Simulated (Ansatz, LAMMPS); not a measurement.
# Structural relaxation of Mg2+ TFSI- in gamma-butyrolactone, from a frame at 410 K (110 atoms), part 2 of 2

Aim: bring Mg2+ TFSI- in gamma-butyrolactone, from a frame at 410 K (110 atoms) to a nearby minimum of the energy and see what moves.

Ansatz 0.2.0; Kohn-Sham DFT, LDA, PAW (set soft_2), plane waves.

The cell: 4 N, 8 S, 24 O, 24 C, 24 F, 24 H and 2 Mg. The network of contacts between molecules at the start is that of the classical potential that made the cell. The functional has no dispersion term. The density was typed from a rule of thumb and may lie off the real one at this temperature. Only the Γ point is sampled, in a cell whose shortest periodic width is 12 Å.

So far. Step 4 (Relaxation): The relaxation changed the energy by -85.6 meV/atom, and atoms moved by 0.99 Å r.m.s., 2.5 Å at most.

### Step 6. Single point at the relaxed geometry

One more single point at the end of the walk gives the fuller output and checks the residual forces.

input.yaml reads:

```yaml
crystal:
  lattice:
    - [11.66344, 0.0, 0.0]
    - [0.0, 11.66344, 0.0]
    - [0.0, 0.0, 11.66344]
  atoms:
    - { symbol: "N", position: [0.91747, 0.51467, 0.79263] }
    - { symbol: S, position: [0.0115, 0.43951, 0.73441] }
    - { symbol: O, position: [0.97263, 0.3282, 0.69967] }
    - { symbol: O, position: [0.12322, 0.44455, 0.79] }
    - { symbol: C, position: [0.0305, 0.51864, 0.5988] }
    - { symbol: F, position: [0.11353, 0.46795, 0.53913] }
    - { symbol: F, position: [0.05861, 0.62622, 0.618] }
    - { symbol: F, position: [0.93445, 0.51467, 0.53894] }
    - { symbol: S, position: [0.91438, 0.55527, 0.92082] }
    - { symbol: O, position: [0.85464, 0.66117, 0.93209] }
    - { symbol: O, position: [0.02281, 0.54206, 0.98107] }
    - { symbol: C, position: [0.82099, 0.44525, 0.9868] }
    - { symbol: F, position: [0.71744, 0.45092, 0.9428] }
    - { symbol: F, position: [0.81562, 0.46246, 0.09894] }
    - { symbol: F, position: [0.86487, 0.3419, 0.96723] }
    - { symbol: "N", position: [0.5949, 0.0563, 0.29074] }
    - { symbol: S, position: [0.68152, 0.0887, 0.38814] }
    - { symbol: O, position: [0.78429, 0.02132, 0.39092] }
    - { symbol: O, position: [0.62695, 0.11266, 0.49786] }
    - { symbol: C, position: [0.72758, 0.23057, 0.33598] }
    - { symbol: F, position: [0.63985, 0.30248, 0.33237] }
    - { symbol: F, position: [0.77272, 0.2212, 0.23237] }
    - { symbol: F, position: [0.8059, 0.27064, 0.40755] }
    - { symbol: S, position: [0.48247, 0.98504, 0.30614] }
    - { symbol: O, position: [0.392, 0.02435, 0.23387] }
    - { symbol: O, position: [0.45511, 0.95946, 0.42543] }
    - { symbol: C, position: [0.52311, 0.84341, 0.24896] }
    - { symbol: F, position: [0.4339, 0.7727, 0.25845] }
    - { symbol: F, position: [0.60999, 0.80066, 0.30803] }
    - { symbol: F, position: [0.55198, 0.85178, 0.13999] }
    - { symbol: "N", position: [0.4953, 0.27433, 0.87478] }
    - { symbol: S, position: [0.56113, 0.16418, 0.83536] }
    - { symbol: O, position: [0.6818, 0.17608, 0.85367] }
    - { symbol: O, position: [0.5241, 0.12055, 0.7249] }
    - { symbol: C, position: [0.51472, 0.05235, 0.93741] }
    - { symbol: F, position: [0.56032, 0.95339, 0.90522] }
    - { symbol: F, position: [0.40178, 0.04347, 0.93757] }
    - { symbol: F, position: [0.55122, 0.07885, 0.0411] }
    - { symbol: S, position: [0.37556, 0.31237, 0.82631] }
    - { symbol: O, position: [0.32923, 0.394, 0.90782] }
    - { symbol: O, position: [0.30131, 0.22374, 0.78436] }
    - { symbol: C, position: [0.41302, 0.40179, 0.69916] }
    - { symbol: F, position: [0.32273, 0.40709, 0.6302] }
    - { symbol: F, position: [0.49951, 0.35484, 0.64311] }
    - { symbol: F, position: [0.44145, 0.50609, 0.7319] }
    - { symbol: "N", position: [0.29944, 0.79482, 0.78376] }
    - { symbol: S, position: [0.20762, 0.73746, 0.8633] }
    - { symbol: O, position: [0.24845, 0.62534, 0.89892] }
    - { symbol: O, position: [0.08982, 0.74764, 0.83038] }
    - { symbol: C, position: [0.22452, 0.82474, 0.99415] }
    - { symbol: F, position: [0.15581, 0.78309, 0.07429] }
    - { symbol: F, position: [0.19426, 0.93235, 0.97184] }
    - { symbol: F, position: [0.33123, 0.8226, 0.03122] }
    - { symbol: S, position: [0.278, 0.85157, 0.66463] }
    - { symbol: O, position: [0.35808, 0.94552, 0.65061] }
    - { symbol: O, position: [0.16129, 0.87323, 0.63292] }
    - { symbol: C, position: [0.32882, 0.73994, 0.5633] }
    - { symbol: F, position: [0.28349, 0.63975, 0.59198] }
    - { symbol: F, position: [0.44123, 0.73141, 0.56404] }
    - { symbol: F, position: [0.29355, 0.76743, 0.45853] }
    - { symbol: O, position: [0.12043, 0.32426, 0.01563] }
    - { symbol: C, position: [0.07251, 0.23178, 0.01051] }
    - { symbol: C, position: [0.05049, 0.15832, 0.90888] }
    - { symbol: C, position: [0.96061, 0.07475, 0.95135] }
    - { symbol: C, position: [0.98168, 0.07373, 0.07949] }
    - { symbol: O, position: [0.03282, 0.18333, 0.10507] }
    - { symbol: H, position: [0.13333, 0.11767, 0.88632] }
    - { symbol: H, position: [0.02515, 0.21051, 0.83432] }
    - { symbol: H, position: [0.96878, 0.98861, 0.91391] }
    - { symbol: H, position: [0.87395, 0.10736, 0.93188] }
    - { symbol: H, position: [0.9039, 0.06652, 0.13224] }
    - { symbol: H, position: [0.04356, 0.00727, 0.10578] }
    - { symbol: O, position: [0.5943, 0.90862, 0.61836] }
    - { symbol: C, position: [0.69294, 0.88384, 0.64278] }
    - { symbol: C, position: [0.78869, 0.9599, 0.67953] }
    - { symbol: C, position: [0.8751, 0.87598, 0.72822] }
    - { symbol: C, position: [0.84757, 0.76817, 0.66225] }
    - { symbol: O, position: [0.72708, 0.77657, 0.63596] }
    [... 26 atom lines left out ...]
    - { symbol: H, position: [0.44252, 0.39772, 0.35683] }
    - { symbol: H, position: [0.4812, 0.53846, 0.40175] }
    - { symbol: H, position: [0.54478, 0.59149, 0.21165] }
    - { symbol: H, position: [0.57066, 0.44043, 0.20066] }
    - { symbol: Mg, position: [0.18225, 0.47216, 0.95491] }
    - { symbol: Mg, position: [0.48878, 0.03736, 0.58053] }
kpoints:
  mp_grid: { grid: [1, 1, 1] }
hamiltonian:
  xc: lda
scf:
  occupations: { method: fixed }
output:
  forces: true
  stress: true
  populations: true
  dos:
    method: { smearing: { sigma: 0.08 } }
    de: 0.1
    projected: { site_lists: { C: [C], F: [F], H: [H], Mg: [Mg], "N": ["N"] } }
  eigenvalues: true
  write_density: true
  write_potential: true
  volumetric_format: npy
  elf: true
```

The run is started by

```
$ ansatz run input.yaml --threads 4 --pin off --max-ram 8192MiB --backend cpu --events-out ev --progress --plain --runs-dir out
```

It took 20 s on 4 threads of Arm Neoverse V2, shared host; peak memory 1.9 GiB.

The program notes that the exchange-correlation potential is rough where the density is thin.

The run gave:

```
free energy                                      : -50811.0672 eV
free energy per atom                             : -461.9188 eV/atom
SCF cycles                                       : 9
pressure                                         : -0.3125 GPa
r.m.s. force component                           : 0.00658 eV/Å
longest force                                    : 0.02894 eV/Å
Fermi energy                                     : -1.202 eV
gap (highest filled to lowest empty level) : 5.119 eV
spilling of the projection                       : 0.01479
```

Löwdin charges by element and coordination (they lack the spilled electrons, 0.070 e an atom on average):

```csv
element,coordination,atoms,mean charge (e),spread,least,most
C,all,24,0.199,0.456,-0.36,0.688
C,3,4,0.592,8.0e-4,0.591,0.593
C,4,20,0.121,0.461,-0.36,0.688
F,all,24,-0.197,0.0084,-0.211,-0.180
H,all,24,0.219,0.0123,0.199,0.243
Mg,all,2,1.59,0.0014,1.59,1.59
N,all,4,-0.891,0.0078,-0.898,-0.879
O,all,24,-0.618,0.208,-0.822,-0.208
O,1,8,-0.703,0.0086,-0.715,-0.688
O,2,16,-0.576,0.244,-0.822,-0.208
S,all,8,2.20,0.0091,2.19,2.21
```

Density of states as counts of states in windows of 1 eV (from the Fermi level), total and the larger projections:

| from (eV) | to (eV) | total | F p | C p | H s | N p | C s |
| --- | --- | --- | --- | --- | --- | --- | --- |
| -14 | -13 | 5.9 | 0.0 | 1.2 | 0.9 | 0.0 | 3.1 |
| -13 | -12 | 10.1 | 0.9 | 1.2 | 0.3 | 1.1 | 1.8 |
| -12 | -11 | 16.0 | 2.9 | 1.6 | 1.1 | 0.0 | 4.9 |
| -11 | -10 | 8.0 | 3.4 | 0.1 | 0.0 | 1.0 | 0.7 |
| -10 | -9 | 8.1 | 3.2 | 1.9 | 0.0 | 0.0 | 0.0 |
| -9 | -8 | 47.9 | 24.7 | 10.1 | 1.3 | 1.0 | 2.0 |
| -8 | -7 | 10.1 | 0.5 | 1.8 | 0.7 | 0.1 | 1.0 |
| -7 | -6 | 25.0 | 1.2 | 5.9 | 1.7 | 0.6 | 0.7 |
| -6 | -5 | 35.8 | 14.3 | 3.5 | 1.3 | 0.8 | 0.4 |
| -5 | -4 | 60.0 | 39.3 | 3.1 | 1.2 | 0.7 | 0.4 |
| -4 | -3 | 59.3 | 31.5 | 10.7 | 3.4 | 0.7 | 0.3 |
| -3 | -2 | 27.1 | 1.2 | 5.5 | 1.4 | 2.1 | 0.2 |
| -2 | -1 | 47.6 | 2.6 | 7.8 | 2.7 | 2.1 | 0.6 |
| -1 | 0 | 37.9 | 1.6 | 4.4 | 2.4 | 6.8 | 0.6 |
| 0 | 1 | 1.3 | 0.0 | 0.2 | 0.0 | 0.1 | 0.0 |
| 1 | 5 | 0.0 | 0.0 | 0.0 | 0.0 | 0.0 | 0.0 |

The curve was stored every 0.10 eV, coarse against its broadening of 0.08 eV, so these counts are rough.

With fixed occupations the program's Fermi level is the highest filled level; weight inside the gap is the broadening of levels at its edges.

Between -26 and -14 eV lie 88 more states.

About 33 of the 520 electrons lie in deeper levels, below the stored range.

Not all projections were asked for or kept, so they needn't add up to the total.

The levels nearest the highest filled one (over half full), pooled over k-points and spins:

```
level less the highest filled one (eV)  occupation
                                -0.300           2
                                -0.276           2
                                -0.258           2
                                -0.201           2
                                -0.186           2
                                     0           2
                                  5.12           0
                                  5.23           0
                                  5.24           0
                                  5.47           0
                                  5.74           0
                                  6.12           0
```

Electrostatic potential energy in the bc plane at fractional x = 0.290, with atoms of O and N and S and F and C and H within 0.2 Å of it. With pseudopotentials it is smooth inside the atoms' cores, unlike the true potential.

Ten even steps from '0' (-42 eV) to '9' (7 eV), each cell a mean:
```
999999999999988899999999987678999
999999999998436899985588888889999
999999999887436999973377778899999
999999867777889999998887665799999
999998200578899999999998610179999
999998301688999999999999710068999
999999878999999999999999864223789
999999999999867999999999872010379
999999999999412799985358773000479
999999999999735899960004346545789
999987678999999999983123026888999
999850017999999999999887325899999
999850015799999999999997000699999
999986520169999999999998312799999
999999841279999988999999988999999
999999998899999754675799999999999
999999999999999730153689999999999
999999999999999863588999999999999
999999999999998744689999999999999
999999999999998400389999999999999
999999999999998622589999999999999
999999999999999876899999999899999
999999999999999999999999985258999
999999999999999999999999983048999
```
Columns run along b (11.7 Å; values clipped at the 3rd and 97th percentile), rows up along c (11.7 Å). Atoms in or near the plane, at fractional coordinates: O at (0.22, 0.78), N at (0.79, 0.78), S at (0.85, 0.66), F at (0.64, 0.59), F at (0.77, 0.46), C at (0.18, 0.49), H at (0.62, 0.32).

Valence density in the bc plane at fractional x = 0.290, with atoms of O and N and S and F and C and H within 0.2 Å of it. It is the smooth field of the valence electrons, not physical close to the nuclei.

Values in units of 1e0 e/Å³, 13 rows by 16 columns, each cell a mean:
```
0.0 0.0 0.0 0.0 0.0 0.4 1.3 0.3 0.1 0.5 0.7 0.2 0.3 0.5 0.2 0.1
0.0 0.0 0.1 0.3 0.3 0.7 1.8 0.4 0.1 1.0 1.6 0.5 0.5 0.3 0.1 0.0
0.0 0.0 0.5 4.4 2.1 0.3 0.2 0.0 0.0 0.1 0.1 0.5 2.6 1.9 0.2 0.0
0.0 0.0 0.2 1.3 0.7 0.1 0.2 0.1 0.0 0.0 0.0 0.2 1.3 1.6 0.6 0.2
0.1 0.0 0.0 0.0 0.0 0.4 3.3 1.0 0.1 0.7 2.7 0.6 0.8 0.9 1.1 0.7
0.1 0.1 0.4 0.3 0.1 0.1 0.8 0.3 0.1 1.6 6.2 1.5 1.1 0.5 0.2 0.1
0.0 0.2 1.2 1.5 0.6 0.1 0.0 0.0 0.0 0.1 0.2 1.5 5.5 0.7 0.0 0.0
0.0 0.1 0.3 2.1 3.8 0.5 0.0 0.1 0.1 0.1 0.1 1.0 3.8 0.5 0.0 0.0
0.0 0.0 0.0 0.4 0.7 0.1 0.1 0.7 1.3 0.9 0.4 0.0 0.0 0.0 0.0 0.0
0.1 0.0 0.0 0.0 0.0 0.0 0.0 0.5 1.2 0.6 0.2 0.0 0.0 0.0 0.0 0.0
0.0 0.0 0.0 0.0 0.0 0.0 0.1 0.8 1.6 0.4 0.0 0.0 0.0 0.0 0.0 0.0
0.0 0.0 0.0 0.0 0.0 0.0 0.1 0.6 1.3 0.3 0.0 0.0 0.2 0.3 0.1 0.0
0.0 0.0 0.0 0.0 0.0 0.0 0.1 0.1 0.2 0.1 0.0 0.1 1.0 2.6 0.4 0.0
```
Columns run along b (11.7 Å), rows up along c (11.7 Å). Atoms in or near the plane, at fractional coordinates: O at (0.22, 0.78), N at (0.79, 0.78), S at (0.85, 0.66), F at (0.64, 0.59), F at (0.77, 0.46), C at (0.18, 0.49), H at (0.62, 0.32).

Mean Löwdin charges: C +0.20, F -0.20, H +0.22, Mg +1.59, N -0.89, O -0.62 e (they miss 1.5 % of the electrons, so they add up to more than the cell's charge).

Local excerpt of 9 atoms (numbers count through the whole input) about Mg110, one of the 2 Mg atoms; x, y, z are measured from there.

```csv
atom,x,y,z,distance (Å),bonds,Löwdin charge (e)
Mg110,0.00,0.00,0.00,0.00,6,1.59
O34,0.41,0.97,1.68,1.99,2,-0.82
O73,1.23,-1.50,0.44,1.99,2,-0.49
O85,-1.17,1.49,-0.71,2.02,2,-0.48
O55,-1.52,-1.07,0.82,2.03,2,-0.80
O26,-0.39,-0.91,-1.81,2.06,2,-0.81
O19,1.61,0.88,-0.96,2.07,2,-0.79
C86,-2.32,1.69,-1.05,3.06,3,0.59
C74,2.38,-1.79,0.73,3.07,3,0.59
```

The column of bonds counts only the pairs C-C within 1.85 Å, C-F within 1.62 Å, C-H within 1.34 Å, C-O within 1.73 Å, C-S within 2.21 Å, O-S within 1.88 Å, O-Mg within 2.48 Å, S-N within 1.98 Å; other neighbours, such as metal atoms beside each other in a compound, aren't counted, and periodic images can show an atom twice.

### Step 7. Other settings

Changed here: basis.ecutwfc = "600 eV", basis.precision = "f64" and scf.eigensolver.kind = "davidson".

input.yaml reads:

```yaml
crystal:
  lattice:
    - [11.66344, 0.0, 0.0]
    - [0.0, 11.66344, 0.0]
    - [0.0, 0.0, 11.66344]
  atoms:
    [... the 110 atom lines of step 3 ...]
kpoints:
  mp_grid: { grid: [1, 1, 1] }
hamiltonian:
  xc: lda
scf:
  occupations: { method: fixed }
  eigensolver: { kind: davidson }
output:
  forces: true
  stress: true
  populations: intrinsic
  dos:
    method: { smearing: { sigma: 0.15 } }
    de: 0.1
    projected: { site_lists: { C: [C], F: [F], H: [H], Mg: [Mg], "N": ["N"] } }
  eigenvalues: true
basis:
  ecutwfc: "600 eV"
  precision: f64
```

The job ended after 82 s (4 threads; peak memory 3.1 GiB; 5.2 min of CPU time).

Geometry and reference: those of the single point at the start.

Forces differ from those of the single point at the start by 4.2 meV/Å r.m.s., 0.35 % of their size; the energy by -5.6 meV/atom. It took 4.0 times the reference's time (shared host, so rough).

### Step 8. Outcome

```yaml
energy_change_in_the_relaxation: -85.61 meV/atom
r_m_s_displacement: 0.995 Å
largest_displacement: 2.495 Å
free_energy_per_atom: -461.9188 eV/atom
pressure: -0.3125 GPa
r_m_s_force_component: 0.00658 eV/Å
spacing_of_highest_filled_and_lowest_empty_level: 5.119 eV
wall_time_of_the_4_dft_runs: 8.6 min
```

**Reading.** Relaxation lowers the energy by 85.6 meV/atom and moves atoms by 0.99 Å r.m.s.; the r.m.s. force component goes from 1.2 to 0.0066 eV/Å, the pressure goes from -1.4 to -0.31 GPa, and the gap from 4.08 to 5.12 eV. By the final cutoffs no bond was broken or made. First to last step the energy falls by 9.417 eV; the largest move, 2.50 Å, is that of F28. The C-F bonds go from 1.370 Å (spread 0.021) to 1.323 Å (spread 0.005). With the cutoffs above, 83 % of C atoms have 4, all F atoms have 1, all H atoms have 1 and all Mg atoms have 6 bonded neighbours. Between filled and empty levels lie 5.12 eV (at Γ alone); a local or semilocal functional tends to put such gaps too low. In a disordered cell it changes from sample to sample and from frame to frame.

**Limits.** The network of contacts between molecules at the start is that of the classical potential that made the cell; in DFT atoms moved by 0.99 Å r.m.s.

[Logs are printed without paths, hosts, clocks, repeated set-up lines and the standing remarks that a program may print on its own settings, such as how far it seeks lower states.]

[Hosts, paths, dates, database ids (printed as entryN), source tags and the programs' standing remarks are cut or masked in the printed files.]
